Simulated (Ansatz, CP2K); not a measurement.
**Other levels on generalised stacking fault on (111) (shuffle set) of a GaAs-GaSb solid solution (48 atoms)**

The cell holds 48 atoms: 24 Ga, 10 Sb and 14 As. Cell: a = 8.267 Å, b = 7.159 Å, c = 20.296 Å, α = 90.0°, β = 86.1°, γ = 90.0°. Zinc-blende GaAs lattice (a = 5.8453 Å, the value set for the mixture), cell with z along [111], 2 x 1 x 2 periods; the third cell vector is tilted by 0.333 of 1/2[1-10] and lengthened by 0 Å, so the cell holds one fault (shuffle set); displaced by a Gaussian of 0.01 Å; 10 of 24 As sites given to Sb at random (lattice constant by Vegard's rule between GaAs and GaSb). Then every atom was moved at random, 0.02 Å r.m.s. a Cartesian component.

Geometry: as built.

The reference, a calculation:

| Property | Result |
| --- | --- |
| method | Kohn-Sham DFT, PBE, PAW, plane waves (Ansatz 0.2.0); cutoff 420 eV, Γ point, fermi-dirac smearing of 0.05 eV; PAW set soft_2 |
| r.m.s. force component | 0.6512 eV/Å |
| longest force | 2.092 eV/Å |
| pressure | 5.081 GPa |
| SCF cycles | 10 |
| time | 19 s on 4 threads of Arm Neoverse V2, shared host |
| CPU time | 71 s |

Q: Estimate the differences from the reference, the CPU time and the memory of each run.
- CP2K PBE, DZVP-UZH, 800/60 Ry, diagonalisation (CP2K 2026.2; 2 threads)
- CP2K PBE, DZVP-UZH, 800/30 Ry, diagonalisation (CP2K 2026.2; 2 threads)
- CP2K PBE, DZVP-UZH, 280/60 Ry, diagonalisation (CP2K 2026.2; 2 threads)
- CP2K PBE, DZVP-UZH, 560/60 Ry, diagonalisation (CP2K 2026.2; 2 threads)
- CP2K PBE, SZV-MOLOPT-SR, 800/60 Ry, diagonalisation (CP2K 2026.2; 1 thread)

Differences are against the plane-wave reference, forces as r.m.s. over components; share is that over the reference's r.m.s. force, slope the least-squares factor from reference forces to these. Total energies of different programs have different zeros and aren't compared.

```csv
run,"Δ force, r.m.s. (meV/Å)",share (%),slope,Δ pressure (GPa),cores,CPU time,memory (GiB)
reference,-,-,-,-,4,71 s,1.8
"CP2K PBE, DZVP-UZH, 800/60 Ry, diagonalisation",24.0,3.69,1.022,0.827,2,7.2 min,4.4
"CP2K PBE, DZVP-UZH, 800/30 Ry, diagonalisation (coarse)",39.9,6.12,1.032,0.927,2,5.7 min,4.4
"CP2K PBE, DZVP-UZH, 280/60 Ry, diagonalisation (coarse)",2599,399,0.846,2.22,2,5.7 min,1.4
"CP2K PBE, DZVP-UZH, 560/60 Ry, diagonalisation (coarse)",72.5,11.1,1.036,0.853,2,7.3 min,2.8
"CP2K PBE, SZV-MOLOPT-SR, 800/60 Ry, diagonalisation (coarse)",182,28.0,1.166,2.00,1,3.8 min,4.3
```

Rows marked coarse were listed beforehand as settings not expected to be converged; some can still land near the reference.

CPU time is summed over cores on a shared host, where runs went side by side, so it is rough. Symmetry, cutoffs, thresholds, outputs and thread counts weren't matched or tuned between programs; memory under MPI is the largest rank's times the ranks.

The PBE run in local orbitals, coarse settings apart, differs by 3.7 % (CP2K PBE, DZVP-UZH, 800/60 Ry, diagonalisation); basis, grid and potentials can all enter. Runs with settings chosen to be coarse differ by 6.1 % (CP2K PBE, DZVP-UZH, 800/30 Ry, diagonalisation) to 399 % (CP2K PBE, DZVP-UZH, 280/60 Ry, diagonalisation), their programs' other errors included. None of the electronic-structure runs in the table takes under half the reference's CPU time of 71 s; they take 3.2 to 6.2 times as much. CP2K PBE, SZV-MOLOPT-SR, 800/60 Ry, diagonalisation stiffens the forces by a factor of 1.17 while following their directions (correlation 0.982). The electronic-structure runs sample only Γ, in a cell whose shortest periodic width is 7 Å, which is coarse for a cell with partly filled levels.

[Logs are printed without paths, hosts, clocks, repeated set-up lines and the standing remarks that a program may print on its own settings, such as how far it seeks lower states.]

[Hosts, paths, dates, database ids (printed as entryN), source tags and the programs' standing remarks are cut or masked in the printed files.]
